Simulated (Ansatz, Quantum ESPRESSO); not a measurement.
**Equation of state of fluorite HfO2**

How stiff is fluorite HfO2 under hydrostatic load? Each row scales the relaxed cell evenly and relaxes the atoms. The symmetry of the cell is held, so distortions that would lower it, which this phase may prefer, aren't tested. The phase is followed to these pressures whether or not it stays the stable one.

Calculated with Quantum ESPRESSO 7.5, LDA, GBRV 1.5 ultrasoft potentials, cutoff 680 eV, Fermi–Dirac smearing 0.02 eV, k-mesh 10×10×10, no spin polarisation, no spin-orbit coupling.

Reference cell, relaxed at zero pressure with LDA (Fm-3m): a = 3.5281 Å, b = 3.5281 Å, c = 3.5281 Å, α = 60.00°, β = 60.00°, γ = 60.00°.

```
atom       x       y       z
  Hf  0.0000  0.0000  0.0000
   O  0.2500  0.2500  0.2500
   O  0.7500  0.7500  0.7500
```

| V (Å³/atom) | V/V0 | P (GPa) | E − E0 (meV/atom) |
| --- | --- | --- | --- |
| 9.7299 | 0.9400 | 20.383 | 38.9 |
| 9.9370 | 0.9600 | 12.858 | 17.0 |
| 10.1440 | 0.9800 | 6.088 | 4.4 |
| 10.7650 | 1.0400 | −10.440 | 13.1 |
| 10.9721 | 1.0600 | −14.889 | 29.0 |

V0 = 10.3510 Å³ an atom, where the residual pressure P0 is −0.013 GPa. **Question.** Fit the Birch–Murnaghan law and give the pressure and the energy at V = 10.5580 Å³ an atom, a row left out above.

With the Eulerian strain f = ½[(V0/V)^(2/3) − 1] and F = (P − P0)/[3f(1 + 2f)^(5/2)], the third-order law is the line F = B0 + (3/2) B0 (B′ − 4) f.

```csv
f,F (GPa)
0.02106,291.22
0.01379,290.60
0.00678,290.06
−0.01290,287.57
−0.01905,286.82
```

A straight line through the 5 rows: the means are 0.001936 for f and 289.25 for F, Σ(Δx)² = 0.00119 and ΣΔxΔy = 0.1335, so the slope is 0.1335/0.00119 = 112.18 and the intercept 289.25 − (112.18)(0.001936) = 289.04.

Hence B0 = 289.0 GPa and B′ = 4 + (112.2)/(1.5 × 289.0) = 4.26. For the withheld volume f = −0.00656, F = 288.30 GPa and P = −5.50 GPa. The run itself gives −5.50 GPa, so the estimate misses by 0.00 GPa, a rounding's worth.

Integrating the same law gives E − E0 = (9/2) B0 V0 f²[1 + (B′ − 4) f] + P0(V0 − V), with 1 GPa Å³ = 6.2415 meV: 3.6 meV an atom. The run itself gives 3.2 meV, so the estimate misses by 0.4 meV; the fitted rows themselves lie up to 1.5 meV off the law.

The same fit over all rows at other levels or in other programs gives B0 = 271 GPa with r2SCAN (Ansatz), 268 GPa with PBEsol (Quantum ESPRESSO, PseudoDojo) and 271 GPa with PBEsol (Quantum ESPRESSO, GBRV).

[Logs are printed without paths, hosts, clocks, repeated set-up lines and the standing remarks that a program may print on its own settings, such as how far it seeks lower states.]
